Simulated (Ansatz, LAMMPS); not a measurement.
# A frame of amorphous polythiophene (as short chains C30S7H20) from 400 K (114 atoms): where an added charge goes, part 2 of 4

Does an extra electron or hole in a frame of amorphous polythiophene (as short chains C30S7H20) from 400 K (114 atoms) stay spread out, or do the atoms trap it?

Ansatz 0.2.0; Kohn-Sham DFT, r2SCAN+D4, PAW (set soft_2), plane waves.

The cell: 60 C, 14 S and 40 H. The network of contacts between molecules at the start is that of the classical potential that made the cell. Sampling is at Γ alone, for a cell whose shortest periodic width is 12 Å.

So far. Step 2 (Single point at the start): The r.m.s. force at the start is 0.96 eV/Å. Step 3 (Relaxation): The relaxation converged after 31 steps, 5.77 eV below its start, with a largest force component of 0.014 eV/Å.

### Step 4. Single point at the relaxed geometry

The electronic structure is read at the final geometry, in a run of its own.

The input, input.yaml:

```yaml
crystal:
  lattice:
    - [11.61522, 0.0, 0.0]
    - [0.0, 11.61522, 0.0]
    - [0.0, 0.0, 11.61522]
  atoms:
    - { symbol: C, position: [0.12231, 0.33682, 0.04999] }
    - { symbol: C, position: [0.18907, 0.28932, 0.95133] }
    - { symbol: C, position: [0.29045, 0.22877, 0.95287] }
    - { symbol: C, position: [0.32894, 0.19429, 0.84277] }
    - { symbol: C, position: [0.25637, 0.228, 0.75513] }
    - { symbol: S, position: [0.1422, 0.30606, 0.81136] }
    [... 102 atom lines left out ...]
    - { symbol: H, position: [0.0052, 0.28316, 0.41074] }
    - { symbol: H, position: [0.88259, 0.18758, 0.2806] }
    - { symbol: H, position: [0.76677, 0.13188, 0.09581] }
    - { symbol: H, position: [0.5875, 0.34873, 0.97341] }
    - { symbol: H, position: [0.6587, 0.22197, 0.92798] }
    - { symbol: H, position: [0.70811, 0.358, 0.88259] }
kpoints:
  mp_grid: { grid: [1, 1, 1] }
hamiltonian:
  xc: r2scan
  dispersion: d4
scf:
  occupations: { method: gaussian, width: 0.05 }
output:
  forces: true
  stress: true
  populations: true
  dos:
    method: { smearing: { sigma: 0.08 } }
    de: 0.1
    projected: { site_lists: { C: [C], H: [H], S: [S] } }
  eigenvalues: true
  write_density: true
  write_potential: true
  volumetric_format: npy
  elf: true
```

The run is started by

```
> ansatz run input.yaml --threads 4 --pin off --max-ram 8192MiB --backend cpu --events-out ev --progress --plain --runs-dir out
```

Numbers of over 12 decimals in the logs are rounded to 6 here.

The log of the run:

```text
[...]
Crystal: 114 atoms, lattice volume = 1567.048 Å³
Basis set: ecut = 500 eV, 39607 PW (Γ), exchange–correlation on 360×360×360 points (64 copies of the dense FFT grid, shifted against one another)
Bands: 296, of which v1, the nominal top of the filled ones, is band 182 counted from 1 (181 counted from 0)
Symmetry: 1 space group operations
[...]
k-points: 1
[...]
SCF iter   1: F=—  HF=-28416.047954 eV  |F-HF|=—  |Δ(HF+E_count)|=         —  Δρ=7.27e-3  dr2=1.11e0  dr2_τ=1.27e1  ethr=1.77e-3  ⟨swp⟩=6.0  Hψ=1386  notcnv=0  defer=56
[...]
SCF iter  10: F=-28415.797225 eV  HF=-28415.797224 eV  |F-HF|=1.31e-7  |Δ(HF+E_count)|=   8.38e-7  Δρ=1.43e-6  dr2=5.87e-8  dr2_τ=4.36e-9  ethr=2.75e-11  ⟨swp⟩=22.0  Hψ=3019  notcnv=0
SCF 1 converged in 10 iterations: F = -28415.797225 eV  dr2 = 5.87e-8
[...]
WARN: The input density's exchange-correlation potential varies sharply where the density is thin. Do not read a vacuum level from v_tot or v_xc, or from such a field of the output density. On a cell that repeats whose density bears no net charge and no dipole along the vacuum's axis use v_es (v_loc + v_h of the components); [...]
SCF converged after 10 iterations
Free energy (F): -28415.797225 eV
[...]
Internal energy: -28415.797225 eV  (E = F + TS)
E sigma→0 (E₀):  -28415.797225 eV
Fermi energy:    2.375978 eV
[...]
--- Forces (eV/Å), atoms counted from 1 ---
  atom   1  C      0.00016593     0.00283363     0.00348276
  atom   2  C     -0.00084954    -0.00302006    -0.00493566
  atom   3  C     -0.00040628     0.00202558     0.00346156
  atom   4  C      0.00547212     0.00037036    -0.00150143
  atom   5  C     -0.00227897    -0.00413333    -0.00260548
  atom   6  S      0.00352414     0.00296040     0.00596783
  atom   7  C     -0.00088078     0.00008065     0.00313818
  atom   8  C      0.00191217    -0.00055402     0.00338564
  atom   9  C     -0.00404906     0.00078593    -0.00526634
  atom  10  C      0.00291805     0.00043773    -0.00000048
  atom  11  S     -0.00036600     0.00205180    -0.00023360
  atom  12  C      0.00094816     0.00177692     0.00212234
  atom  13  C      0.00163931    -0.00281524    -0.00405467
  atom  14  C     -0.00201784    -0.00027550     0.00028915
[...]
atom 113  H      0.00099890     0.00264835     0.00073053
  atom 114  H     -0.00086835    -0.00149054    -0.00160804
  max |Σ_I F_I| component: 1.46e-4 eV/Å
--- Stress (GPa, compression-positive) ---
       -0.033129      -0.048908       0.012787
       -0.048908      -0.082320      -0.055051
        0.012787      -0.055051      -0.324684
  P = ⅓ Tr σ = -0.1467 GPa (-1.467 kbar)
--- Band table (eV) ---
[...]
--- Löwdin populations: 114 sites ---
  site symbol       q [e]
     0      C      4.4569
     1      C      4.0848
     2      C      4.1679
[...]
113      H      0.8027
  spilling = 0.012758 (of n_electrons = 364.000000)
```

It took 49 s on 4 threads of Arm Neoverse V2, shared host; peak memory 4 GiB.

The program notes that the exchange-correlation potential is rough where the density is thin.

The run gave:

| Item | Value |
| --- | --- |
| free energy | -28415.7972 eV |
| free energy per atom | -249.2614 eV/atom |
| SCF cycles | 10 |
| pressure | -0.1467 GPa |
| r.m.s. force component | 0.00294 eV/Å |
| longest force | 0.01479 eV/Å |
| Fermi energy | 2.376 eV |
| gap (highest filled to lowest empty level) | 1.363 eV |
| spilling of the projection | 0.01276 |

Löwdin charges by element and coordination (they lack the spilled electrons, 0.041 e an atom on average):

| element | coordination | atoms | mean charge (e) | spread | least | most |
| --- | --- | --- | --- | --- | --- | --- |
| C | all | 60 | -0.151 | 0.0855 | -0.457 | -0.0848 |
| C | 3 | 56 | -0.129 | 0.0288 | -0.179 | -0.0848 |
| C | 4 | 4 | -0.453 | 0.003 | -0.457 | -0.449 |
| H | all | 40 | 0.203 | 0.0056 | 0.188 | 0.214 |
| S | all | 14 | 0.397 | 0.0121 | 0.378 | 0.425 |

Density of states as counts of states in windows of 1 eV (from the Fermi level), total and the larger projections:

| from (eV) | to (eV) | total | C p | S p | H s | C s |
| --- | --- | --- | --- | --- | --- | --- |
| -14 | -13 | 6.7 | 2.4 | 0.2 | 0.8 | 3.1 |
| -13 | -12 | 8.5 | 4.7 | 0.2 | 0.5 | 2.2 |
| -12 | -11 | 15.4 | 8.0 | 0.8 | 1.7 | 3.9 |
| -11 | -10 | 24.2 | 12.8 | 2.8 | 3.1 | 3.2 |
| -10 | -9 | 19.6 | 10.4 | 2.4 | 2.9 | 2.2 |
| -9 | -8 | 10.1 | 6.8 | 0.9 | 1.3 | 0.7 |
| -8 | -7 | 35.2 | 24.3 | 3.6 | 5.3 | 0.9 |
| -7 | -6 | 45.5 | 33.3 | 4.7 | 5.5 | 0.7 |
| -6 | -5 | 44.1 | 24.1 | 13.5 | 4.8 | 0.3 |
| -5 | -4 | 17.5 | 7.7 | 7.7 | 0.7 | 0.2 |
| -4 | -3 | 19.3 | 12.3 | 6.6 | 0.1 | 0.0 |
| -3 | -2 | 21.6 | 12.3 | 9.0 | 0.1 | 0.0 |
| -2 | -1 | 7.7 | 6.8 | 0.7 | 0.1 | 0.0 |
| -1 | 0 | 3.3 | 3.2 | 0.1 | 0.0 | 0.0 |
| 0 | 1 | 3.9 | 2.8 | 0.9 | 0.0 | 0.0 |
| 1 | 2 | 9.9 | 6.8 | 2.0 | 0.2 | 0.2 |
| 2 | 3 | 17.9 | 8.7 | 4.2 | 1.0 | 1.3 |
| 3 | 4 | 32.0 | 13.4 | 5.5 | 2.6 | 2.2 |
| 4 | 5 | 38.0 | 14.1 | 3.8 | 4.0 | 2.7 |

The curve was stored every 0.100 eV, coarse against its broadening of 0.08 eV, so these counts are rough.

Between -21 and -14 eV lie 85 more states.

The levels nearest the highest filled one (over half full), pooled over k-points and spins:

| level less the highest filled one (eV) | occupation |
| --- | --- |
| -1.30 | 2 |
| -1.07 | 2 |
| -0.731 | 2 |
| -0.485 | 2 |
| -0.275 | 2 |
| 0 | 2 |
| 1.36 | 0 |
| 1.61 | 0 |
| 1.90 | 0 |
| 2.05 | 0 |
| 2.34 | 0 |
| 2.55 | 0 |

ELF in the bc plane at fractional x = 0.405, with atoms of S and C and H within 0.2 Å of it. It is the smooth field of the valence electrons, not physical close to the nuclei.

Values in units of 1e-1, 13 rows by 16 columns, each cell a mean:
```
1.2 0.3 0.7 2.1 2.3 0.5 0.4 3.8 5.8 6.6 5.8 2.7 2.3 3.3 0.3 1.4
1.3 7.0 8.0 5.7 3.7 0.6 0.1 0.7 0.9 0.7 0.5 0.6 4.0 5.1 0.9 0.0
2.0 8.2 9.4 6.7 3.4 0.3 3.0 4.4 4.6 2.6 0.9 2.7 2.9 1.1 0.1 0.0
0.1 0.9 1.5 0.8 0.5 0.1 2.6 5.1 7.7 3.2 2.5 7.2 8.1 4.3 0.3 0.0
2.9 7.5 7.1 5.4 3.3 0.3 0.7 5.0 4.5 6.7 5.1 6.8 3.2 0.8 1.2 0.2
3.8 8.8 5.2 7.3 8.2 1.7 1.8 7.1 6.1 7.3 5.5 5.9 1.8 2.1 3.7 0.5
0.8 3.9 5.9 6.9 5.3 0.8 0.1 1.0 1.1 1.2 2.9 5.1 4.9 3.8 1.6 0.1
2.6 4.0 4.5 2.7 0.6 0.4 2.6 1.0 0.1 0.3 1.0 1.3 0.8 0.6 0.2 0.5
5.0 4.8 6.1 3.2 0.2 1.4 4.2 1.6 0.8 0.5 0.4 0.2 0.1 0.0 0.0 0.7
3.1 5.2 5.7 2.4 0.1 0.2 0.4 0.6 3.2 3.8 1.7 2.8 3.0 0.4 0.4 1.6
4.8 7.1 4.0 0.7 0.1 4.5 6.6 5.2 7.7 6.9 7.3 7.7 9.1 3.1 2.0 6.1
7.8 5.7 1.5 1.1 0.4 6.8 9.6 5.2 5.5 3.1 5.4 3.7 8.1 3.4 2.5 8.7
9.1 2.5 1.4 7.2 3.0 0.9 3.1 5.9 7.6 5.0 7.0 6.4 2.7 0.5 2.0 9.3
```
Columns run along b (11.6 Å), rows up along c (11.6 Å). Atoms in or near the plane, at fractional coordinates: S at (0.17, 0.57), C at (0.02, 0.16), C at (0.65, 0.61), C at (0.54, 0.64), H at (0.14, 0.83), H at (0.99, 0.07), C at (0.48, 0.10), S at (0.70, 0.13).

Valence density in the bc plane at fractional x = 0.405, with atoms of S and C and H within 0.2 Å of it. It is the smooth field of the valence electrons, not physical close to the nuclei.

Ten even steps from '0' (0.0 e/Å³) to '9' (1.8 e/Å³), each cell a mean:
```
000000000000000122222221000000000
000000000000000000000000000000000
000011110000000000000000000000000
000157420000000000000000000000000
000145310000000000000000000000000
000001000000000112100001100000000
000000000000000134310112210000000
000000000000000259743344210000000
000123321000000269998885210000000
001364452000000246779985200000000
001353453000000011223453100000000
000244531000000000000111100000000
000122210000000000000000000000000
001121100000000000000000000000000
013542100000000000000000000000000
137873100000000000000000000000000
136752000000000000000000000000000
123421000000000000000000000000000
454310000000000011222111100000002
897310000000011235554455531000014
985200000000256788644542542000026
952000000000257998422454431000027
520000000000012587422465310000014
000000000000000245433442100000000
```
Columns run along b (11.6 Å), rows up along c (11.6 Å). Atoms in or near the plane, at fractional coordinates: S at (0.17, 0.57), C at (0.02, 0.16), C at (0.65, 0.61), C at (0.54, 0.64), H at (0.14, 0.83), H at (0.99, 0.07), C at (0.48, 0.10), S at (0.70, 0.13).

Between filled and empty levels lie 1.36 eV (at Γ alone); a semilocal functional tends to put such gaps too low. It is the spacing of short capped chains, not of the long polymer. In a disordered cell it changes from sample to sample, and tail or defect levels can set it. Mean Löwdin charges: C -0.15, H +0.20, S +0.40 e (they miss 1.3 % of the electrons, so they add up to more than the cell's charge). The largest share in the top eV of filled states is C p (94 % of the projected weight), and in the lowest eV of empty states C p (77 % of the projected weight).

### Step 5. An extra electron, atoms held

The electron count changes by one with the atoms held: a vertical process, on a uniform background, with spin and a narrow Fermi–Dirac smearing. Its energy against the neutral cell hangs on the program's zero of potential.

The input, input.yaml:

```yaml
crystal:
  lattice:
    - [11.61522, 0.0, 0.0]
    - [0.0, 11.61522, 0.0]
    - [0.0, 0.0, 11.61522]
  atoms:
    [... the 114 atom lines of step 4 ...]
total_charge: -1
kpoints:
  mp_grid: { grid: [1, 1, 1] }
hamiltonian:
  xc: r2scan
  dispersion: d4
scf:
  occupations: { method: fermi_dirac, width: 0.01 }
  lower_state_search: "off"
output:
  forces: true
  stress: true
  populations: true
  dos:
    method: { smearing: { sigma: 0.08 } }
    de: 0.1
    projected: { site_lists: { C: [C], H: [H], S: [S] } }
  eigenvalues: true
  write_density: true
  write_potential: true
  volumetric_format: npy
magnetization:
  spin_polarized: true
  initial_magnetization: 1
```

The log of the run:

```text
[...]
Crystal: 114 atoms, lattice volume = 1567.048 Å³
Basis set: ecut = 500 eV, 39607 PW (Γ), exchange–correlation on 360×360×360 points (64 copies of the dense FFT grid, shifted against one another)
Bands: 297, of which v1, the nominal top of the filled ones, is band 183 counted from 1 (182 counted from 0)
Symmetry: 1 space group operations
[...]
k-points: 1
[...]
Starting moments: Σ|m| = 1 μB on 114 of 114 sites
[...]
SCF iter   1: F=-28322.007303 eV  HF=-28467.410650 eV  |F-HF|=1.45e2  |Δ(HF+E_count)|=         —  Δρ=4.88e-2 (↑4.83e-2 ↓4.88e-2)  dr2=2.05e2  dr2_τ=6.71e0  dr2_m=1.38e-2  M=1.000 μB ∫|m|=1.016 μB  β_m=1.00  ethr=3.10e-3  ⟨swp⟩=6.0  Hψ=2754  notcnv=0  defer=71
[...]
spin=Collinear: Resta preconditioning applied to the charge; magnetization (m = ρ↑ − ρ↓) channel mixes plain (no charge-response kernel on spin).
SCF iter   2: F=-28396.555304 eV  HF=-28426.360767 eV  |F-HF|=2.98e1  |Δ(HF+E_count)|=         —  Δρ=2.98e-2 (↑2.98e-2 ↓2.98e-2)  dr2=5.60e1  dr2_τ=4.85e-1  dr2_m=6.93e-3  M=0.990 μB ∫|m|=1.133 μB  β_m=0.30  ethr=3.10e-3  ⟨swp⟩=3.0  Hψ=1078  notcnv=0  defer=218
[...]
SCF iter   9: F=-28412.725613 eV  HF=-28412.723429 eV  |F-HF|=2.18e-3  |Δ(HF+E_count)|=   5.82e-3  Δρ=2.05e-4 (↑2.05e-4 ↓1.79e-4)  dr2=7.42e-4  dr2_τ=7.81e-6  dr2_m=4.00e-4  M=0.998 μB ∫|m|=1.279 μB  β_m=1.20  ethr=1.04e-6  ⟨swp⟩=2.5  Hψ=663  notcnv=0  defer=216
[...]
spin-set hold released at iteration 9 (site moments contracting): the magnetisation degrees of freedom join the quasi-Newton model from the next iteration; the mixer history was flushed
SCF iter  10: F=-28412.726052 eV  HF=-28412.725134 eV  |F-HF|=9.17e-4  |Δ(HF+E_count)|=   1.71e-3  Δρ=1.34e-4 (↑1.34e-4 ↓1.13e-4)  dr2=9.00e-4  dr2_τ=1.72e-5  dr2_m=1.32e-4  M=0.999 μB ∫|m|=1.353 μB  β_m=1.20  ethr=2.03e-7  ⟨swp⟩=2.5  Hψ=754  notcnv=0  defer=216  κ⁻¹=1.0e0(r=1)
SCF iter  11: F=-28412.726512 eV  HF=-28412.725568 eV  |F-HF|=9.44e-4  |Δ(HF+E_count)|=   4.34e-4  Δρ=9.08e-5 (↑9.06e-5 ↓9.08e-5)  dr2=4.46e-4  dr2_τ=9.14e-6  dr2_m=6.66e-5  M=0.999 μB ∫|m|=1.381 μB  β_m=1.20  ethr=2.03e-7  ⟨swp⟩=2.0  Hψ=749  notcnv=0  defer=216  κ⁻¹=2.8e-1(r=2)
[...]
SCF iter  18: F=-28412.727105 eV  HF=-28412.727104 eV  |F-HF|=3.60e-7  |Δ(HF+E_count)|=   1.37e-6  Δρ=7.07e-7 (↑6.58e-7 ↓7.07e-7)  dr2=3.17e-8  dr2_τ=2.98e-10  dr2_m=8.07e-10  M=0.999 μB ∫|m|=1.493 μB  β_m=1.20  ethr=2.74e-11  ⟨swp⟩=21.5  Hψ=5821  notcnv=0  κ⁻¹=1.2e-5(r=8)
SCF iter  19: F=-28412.727105 eV  HF=-28412.727105 eV  |F-HF|=4.47e-8  |Δ(HF+E_count)|=   3.44e-7  Δρ=2.93e-7 (↑2.93e-7 ↓2.84e-7)  dr2=5.99e-9  dr2_τ=5.05e-11  dr2_m=1.51e-10  M=0.999 μB ∫|m|=1.493 μB  ethr=8.70e-12  ⟨swp⟩=7.0  Hψ=3555  notcnv=0
SCF 1 converged in 19 iterations: F = -28412.727105 eV  dr2 = 5.99e-9
[...]
this state was not tested for a lower state beside it, because the mixer in use, unlike msr1, does not test its closes by its own steps (another_mixer; see scf.mixing.algorithm and scf.lower_state_search)
SCF converged after 19 iterations
Magnetization: 0.9993 μB (182.9996 up, 182.0004 down)
Absolute magnetization: 1.4928 μB (∫|ρ↑−ρ↓|, with the PAW one-centre terms)
[...]
Per-site moments (μB) at R_I (Å): [(-0.000665137, 0.449690), (0.016383, 0.565829), (-0.00377034, 0.446343), (0.010019, 0.446405), (-0.00520008, 0.568601), [...]
Free energy (F): -28412.727105 eV
[...]
Internal energy: -28412.726745 eV  (E = F + TS)
E sigma→0 (E₀):  -28412.726925 eV
Entropy (-TS):   -0.000359 eV (-0.003 meV/atom)
Fermi energy:    3.197181 eV
[...]
Σ components = -28412.727105   (vs F -28412.727105, Δ=0.00e0)
--- Forces (eV/Å), atoms counted from 1 ---
  atom   1  C      0.00182212    -0.01577087    -0.02108764
  atom   2  C      0.06563616    -0.02131057     0.13048639
  atom   3  C     -0.03844885     0.05126779     0.01263529
  atom   4  C      0.11595416    -0.01511865     0.09994862
[...]
atom 114  H     -0.00633456    -0.01411438    -0.00062313
  max |Σ_I F_I| component: 1.35e-4 eV/Å
--- Stress (GPa, compression-positive) ---
        0.019256      -0.098126       0.136453
       -0.098126      -0.180317       0.031852
        0.136453       0.031852      -0.206115
  P = ⅓ Tr σ = -0.1224 GPa (-1.224 kbar)
--- Band table (eV) ---
[...]
--- Löwdin populations: 114 sites ---
  site symbol       q [e]    m [muB]
     0      C      4.4589    -0.0032
     1      C      4.1042     0.0430
     2      C      4.1733    -0.0197
[...]
113      H      0.8038     0.0001
  spilling = 0.012723 (of n_electrons = 365.000000)
```

It took 3.4 min on 4 threads; peak memory 5.5 GiB.

The program notes that the stability of the SCF solution was not settled.

An extra electron, atoms held: the energy stands 3.07 eV above that of the reference, with a moment of 1.00 μB.

The levels nearest the highest filled one (over half full), pooled over k-points and spins:

| level less the highest filled one (eV) | occupation |
| --- | --- |
| -1.56 | 1 |
| -1.47 | 1 |
| -1.41 | 1 |
| 0 | 0.998 |
| 0.121 | 0.002 |
| 0.139 | 0 |
| 0.252 | 0 |
| 0.444 | 0 |

Spin density in the bc plane at fractional x = 0.405, with atoms of S and C and H within 0.2 Å of it.

Ten even steps from '0' (-0.26 × 1e-2 e/Å³) to '9' (3.08 × 1e-2 e/Å³), each cell a mean:
```
000000000000000000001211000000000
000000000000000000001110000000000
000000121110000000000000000000000
000000132110000000000000000000000
000000122110000000000000000000000
000000011000000000000000000000000
000000000000000000000000000000000
000000000000000001110000000000000
011110000000000012200000000000000
112451132100000123200000000000000
012451353110000111100012110000000
001110132110000000000012211000000
000000001000000000000011110000000
011001100000000000000000000000000
124113210000000000000000000000000
146497311000000000000000000000000
011275210000000000100000000000000
000000000000000000000000000000000
200100000000000000000001100000011
513311000000000110000011100000014
245321000000001221000001000000012
022211000000000121000000000000000
001100000000000110000000000000000
000000000000000000001211000000000
```
Columns run along b (11.6 Å), rows up along c (11.6 Å). Atoms in or near the plane, at fractional coordinates: S at (0.17, 0.57), C at (0.02, 0.16), C at (0.65, 0.61), C at (0.54, 0.64), H at (0.14, 0.83), H at (0.99, 0.07), C at (0.48, 0.10), S at (0.70, 0.13).

(Part 2 of 4 ends here.)

[Logs are printed without paths, hosts, clocks, repeated set-up lines and the standing remarks that a program may print on its own settings, such as how far it seeks lower states.]

[Hosts, paths, dates, database ids (printed as entryN), source tags and the programs' standing remarks are cut or masked in the printed files.]
